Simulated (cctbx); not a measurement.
**A disordered crystal of nominal Mg14CrPb**

Cell a = 6.3140 Å, b = 6.3140 Å, c = 10.0980 Å, α = 90.00°, β = 90.00°, γ = 120.00°; space group P-6m2 (no. 187); nominal formula Mg14CrPb.

The data are simulated with cctbx, not measured: Ga Kα, λ = 1.3414 Å, to d = 0.83 Å, 95 % of the full sphere, strongest reflection 5000 counts, noise from counting, a 3 % proportional error and a noise floor of 15 counts (s.d.); no absorption.

With every site full:

```text
Rint 0.068, 299 unique reflections to 0.83 A
cycle     R1     wR2    GooF  max shift (A)
   1  0.1044  0.2258   6.220   0.01446
   2  0.0315  0.0703   1.936   0.00015
final R1 0.0315 wR2 0.0703 GooF 1.936  parameters 21  data/parameter 14.2
atom        x        y        z      Ueq    occ   su(xyz)  su(Uiso or U11)
Pb1    0.00000  0.00000  0.50000   0.0062  1.000  0.00000  0.0004
Cr1    0.00000  0.00000  0.00000   0.0046  1.000  0.00000  0.0010
Mg1    0.66667  0.33333  0.75464   0.0073  1.000  0.00081  0.0024
Mg2    0.69264  0.84632  0.75969   0.0052  1.000  0.00070  0.0019
Mg3    0.50329  0.49671  0.50000   0.0057  1.000  0.00261  0.0016
Mg4    0.50207  0.49793  0.00000   0.0037  1.000  0.00243  0.0015
difference map: max 2.32 min -0.88 rms 0.28
Q1    0.0000  0.0000  0.0384    2    2.33  0.39 A from Cr1
Q2    0.5071  0.0141  0.5000    3    1.39  0.04 A from Mg3
Q3    0.0498  0.5249  0.0000    3    1.16  0.30 A from Mg4
Q4    0.1820  0.3640  0.2492    6    0.90  0.32 A from Mg2
Q5    0.6667  0.3333  0.2600    2    0.89  0.15 A from Mg1
Q6    0.0000  0.0000  0.2342    2    0.71  1.68 A from Mg2
```

With the occupancies of the suspect sites free, each still typed as its main element:

```text
Rint 0.068, 299 unique reflections to 0.83 A
cycle     R1     wR2    GooF  max shift (A)
   1  0.0541  0.1195   3.297   0.00361
   4  0.0151  0.0320   0.883   0.00005
final R1 0.0151 wR2 0.0320 GooF 0.883  parameters 22  data/parameter 13.6
atom        x        y        z      Ueq    occ   su(xyz)  su(Uiso or U11)
Pb1    0.00000  0.00000  0.50000   0.0048  0.846  0.00000  0.0002
Cr1    0.00000  0.00000  0.00000   0.0130  1.000  0.00000  0.0005
Mg1    0.66667  0.33333  0.75443   0.0148  1.000  0.00036  0.0011
Mg2    0.69213  0.84607  0.75953   0.0135  1.000  0.00031  0.0009
Mg3    0.50372  0.49628  0.50000   0.0136  1.000  0.00116  0.0008
Mg4    0.50229  0.49771  0.00000   0.0120  1.000  0.00110  0.0007
su of occupancy Pb1: 0.004
difference map: max 0.48 min -0.34 rms 0.08
Q1    0.0000  0.0000  0.2348    2    0.49  1.68 A from Mg2
Q2    0.2829  0.5657  0.0000    3    0.37  1.64 A from Mg4
Q3    0.5676  0.2838  0.0000    3    0.36  1.60 A from Mg4
Q4    0.4948  0.2474  0.5000    3    0.26  1.54 A from Mg3
Q5    0.0036  0.2787  0.0554   12    0.25  1.52 A from Mg4
Q6    0.2281  0.4561  0.4130    6    0.25  1.85 A from Mg3
```

**Question.** What is the disorder?

X-rays count electrons. Pb1 refines to 0.846(0.004), or 69.4 electrons; the site truly holds 0.85 Pb, 69.7 electrons, which is 0.850 of Pb. A value under 1 can't tell vacancies from a lighter guest, and one over 1 needs a heavier guest; chemistry or a second radiation must settle which. Occupancy correlates with U and the scale, so the match is approximate.

Freeing them takes R1 from 0.0315 to 0.0151 and GooF from 1.94 to 0.88.

The model is made up (kin elements in a known structure type, no relaxation), so it says nothing on whether the phase exists.

[Middle refinement cycles are left out of these outputs.]

[Logs are printed without paths, hosts, clocks, repeated set-up lines and the standing remarks that a program may print on its own settings, such as how far it seeks lower states.]
